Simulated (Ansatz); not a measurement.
# Bi2Se3 quintuple layer monolayer in a perpendicular field, part 2 of 2

Aim: how the Bi2Se3 quintuple layer monolayer screens a field along its normal, and what the field does to its bands. A positive field points along +c.

Ansatz 0.2.0; plane-wave DFT, PBE-D3(BJ), Ansatz PAW (the session's first sound run).

So far. Step 14 (Same geometry, cutoff 420 eV, functional PBE (run 2)): The dipole is -0.0728 e·Å. Step 15 (Response at this level): The induced dipole is that of a conductor 8.95 Å thick.

## (16) Same geometry, cutoff 500 eV, functional r2SCAN

This step: plane-wave DFT, r2SCAN, Ansatz PAW (Ansatz 0.2.0).

The geometry is kept and the functional is r2SCAN; other changes against the main runs: SCF threshold 1.0e-10 → 1.0e-09 eV, cutoff 420 → 500, k-mesh 12×12×1 → 6×6×1 and no dispersion term, which doesn't act on the electrons.

File input.yaml:

```yaml
crystal:
  lattice:
    - [4.1237792658, 0.0, 0.0]
    - [-2.0618896329, 3.5712976038, 0.0]
    - [0.0, 0.0, 25.0362596234]
  atoms:
    - { symbol: Se, position: [0.3333333333, 0.6666666667, 0.3594786176] }
    - { symbol: Bi, position: [0.6666666667, 0.3333333333, 0.4225813309] }
    - { symbol: Se, position: [0.0, 0.0, 0.5] }
    - { symbol: Bi, position: [0.3333333333, 0.6666666667, 0.5774186691] }
    - { symbol: Se, position: [0.6666666667, 0.3333333333, 0.6405213824] }
kpoints:
  mp_grid: { grid: [6, 6, 1] }
hamiltonian:
  xc: r2scan
scf:
  occupations: { method: fermi_dirac, width: 0.02585 }
  convergence: { dr2_threshold: 1.0e-09 }
efield:
  axis: 3
  dipole_correction: true
  ramp_position: 0.97
  ramp_width: 0.06
  amplitude: 0.1
output:
  write_potential: true
  write_density: true
  volumetric_format: npy
```

Launch:

```sh
$ ansatz run input.yaml --threads 4 --pin off --max-ram 6144MiB --backend cpu --events-out ev --progress --plain --runs-dir out
```

Elapsed: 10 s, on 4 threads of Arm Neoverse V2, shared host; peak memory 1.4 GiB.

The dipole is 0.0721 e·Å.

## (17) Same geometry, cutoff 500 eV, functional r2SCAN (run 2)

Edit input.yaml of step 16 so:

```diff
@@ -23,3 +23,3 @@
   ramp_width: 0.06
-  amplitude: 0.1
+  amplitude: -0.1
 output:
```

The job ended after 10 s (4 threads; peak memory 1.4 GiB).

The dipole is -0.0721 e·Å.

## (18) Response at this level

This step: plane-wave DFT, r2SCAN, Ansatz PAW; response to a field along the normal, atoms held (Ansatz 0.2.0).

The induced dipole is that of a conductor 8.86 Å thick.

## (19) Same geometry, cutoff 420 eV, functional HSE06

This step: plane-wave DFT, HSE06, Ansatz PAW (Ansatz 0.2.0).

The geometry is kept and the functional is HSE06; other changes against the main runs: SCF threshold 1.0e-10 → 1.0e-09 eV, k-mesh 12×12×1 → 6×6×1 and no dispersion term, which doesn't act on the electrons.

Edit input.yaml of step 17 so:

```diff
@@ -14,3 +14,3 @@
 hamiltonian:
-  xc: r2scan
+  xc: hse06
 scf:
@@ -23,3 +23,3 @@
   ramp_width: 0.06
-  amplitude: -0.1
+  amplitude: 0.1
 output:
```

Wall time 69 s (4 threads); peak memory 5 GiB.

The dipole is 0.0721 e·Å.

## (20) Same geometry, cutoff 420 eV, functional HSE06 (run 2)

Edit input.yaml of step 19 so:

```diff
@@ -23,3 +23,3 @@
   ramp_width: 0.06
-  amplitude: 0.1
+  amplitude: -0.1
 output:
```

Run time: 69 s. Hardware: 4 threads; peak memory 5 GiB.

The dipole is -0.0722 e·Å.

## (21) The series together

Times are for 4 threads of Arm Neoverse V2, shared host. The series side by side:

| no. | functional | field | dipole along the normal (e·Å) | time | memory (GiB) |
| --- | --- | --- | --- | --- | --- |
| 1 | lda | 0.1 V/Å | 0.07291 | 3.8 s | 0.69 |
| 2 | lda | -0.1 V/Å | -0.07292 | 3.6 s | 0.68 |
| 3 | pbe | 0.1 V/Å | 0.07284 | 4.1 s | 0.7 |
| 4 | pbe | -0.1 V/Å | -0.07284 | 4.1 s | 0.7 |
| 5 | r2scan | 0.1 V/Å | 0.07207 | 10 s | 1.4 |
| 6 | r2scan | -0.1 V/Å | -0.07210 | 10 s | 1.4 |
| 7 | hse06 | 0.1 V/Å | 0.07215 | 69 s | 5.0 |
| 8 | hse06 | -0.1 V/Å | -0.07216 | 69 s | 5.0 |

## (22) Response at this level

This step: plane-wave DFT, HSE06, Ansatz PAW; response to a field along the normal, atoms held (Ansatz 0.2.0).

The induced dipole is that of a conductor 8.87 Å thick.

## (23) Varying the input

This step: plane-wave DFT, PBE-D3(BJ), Ansatz PAW (Ansatz 0.2.0).

An input spoilt on purpose, to show how the run answers: it repeats the earlier run at 0.1 V/Å with crystal.lattice to [[2.18220914, -0.0, 0.0], [-1.09110457, 1.88984855, -0.0], [0.0, 0.0, 13.24861276]], and scf.max_iter set to 75.

The cell differs from the one that the last finished run ended in (a 4.124 → 2.182 Å, b 4.124 → 2.182 Å, c 25.036 → 13.249 Å).

Edit input.yaml of step 20 so:

```diff
@@ -2,5 +2,5 @@
   lattice:
-    - [4.1237792658, 0.0, 0.0]
-    - [-2.0618896329, 3.5712976038, 0.0]
-    - [0.0, 0.0, 25.0362596234]
+    - [2.18220914, 0.0, 0.0]
+    - [-1.09110457, 1.88984855, 0.0]
+    - [0.0, 0.0, 13.24861276]
   atoms:
@@ -12,8 +12,13 @@
 kpoints:
-  mp_grid: { grid: [6, 6, 1] }
+  mp_grid: { grid: [12, 12, 1] }
+  band_path:
+    path: [[0, 0, 0], [0.5, 0, 0], [0.33333333, 0.33333333, 0], [0, 0, 0]]
+    npoints: 16
 hamiltonian:
-  xc: hse06
+  xc: pbe
+  dispersion: d3bj
 scf:
   occupations: { method: fermi_dirac, width: 0.02585 }
-  convergence: { dr2_threshold: 1.0e-09 }
+  convergence: { dr2_threshold: 1.0e-10 }
+  max_iter: 75
 efield:
@@ -23,3 +28,3 @@
   ramp_width: 0.06
-  amplitude: -0.1
+  amplitude: 0.1
 output:
```

It took 13 s on 4 threads; peak memory 0.37 GiB; 50 s of CPU time.

| quantity | this run | earlier run | difference |
| --- | --- | --- | --- |
| dipole along the normal (e·Å) | 0.01980 | 0.07276 | -0.053 |

It moves by -0.053 e·Å.

With this change the program also warns of density in the ramp of the sawtooth; these numbers are not the system's.

## (24) What came out

* gap without field: 0.944 eV
* ionisation energy, upper face: 5.94 eV
* electron affinity, upper face: 4.99 eV
* equivalent conductor thickness, atoms held: 8.94 Å
* equivalent conductor thickness, LDA: 8.96 Å
* equivalent conductor thickness, PBE: 8.95 Å
* equivalent conductor thickness, r2SCAN: 8.86 Å
* equivalent conductor thickness, HSE06: 8.87 Å

The induced dipole equals that of a perfect conductor 8.94 Å thick, while the outer atoms lie 7.04 Å apart; an out-of-plane ε follows only once a thickness t is chosen, by 1 − 1/ε = 8.94 Å / t. The gap stays within 0.01 eV of 0.94 eV over the fields run, up to 0.35 V/Å in size. Across the functionals the thickness runs from 8.86 to 8.96 Å; those runs use a coarser k-mesh, so they are to be compared with each other. Semilocal functionals give gaps that are too small, and excitons are not included. Spin-orbit coupling is left out, which matters for the bands of elements this heavy.

[Long decimals in the printed logs are rounded to 6 places.]

[Logs are printed without paths, hosts, clocks, repeated set-up lines and the standing remarks that a program may print on its own settings, such as how far it seeks lower states.]

[Hosts, paths, dates, database ids (printed as entryN), source tags and the programs' standing remarks are cut or masked in the printed files.]

[Maps of the electrostatic potential energy from Ansatz leave out the sawtooth potential of an applied field or a dipole correction, so their vacuum need not be flat; planar profiles and work functions include it.]
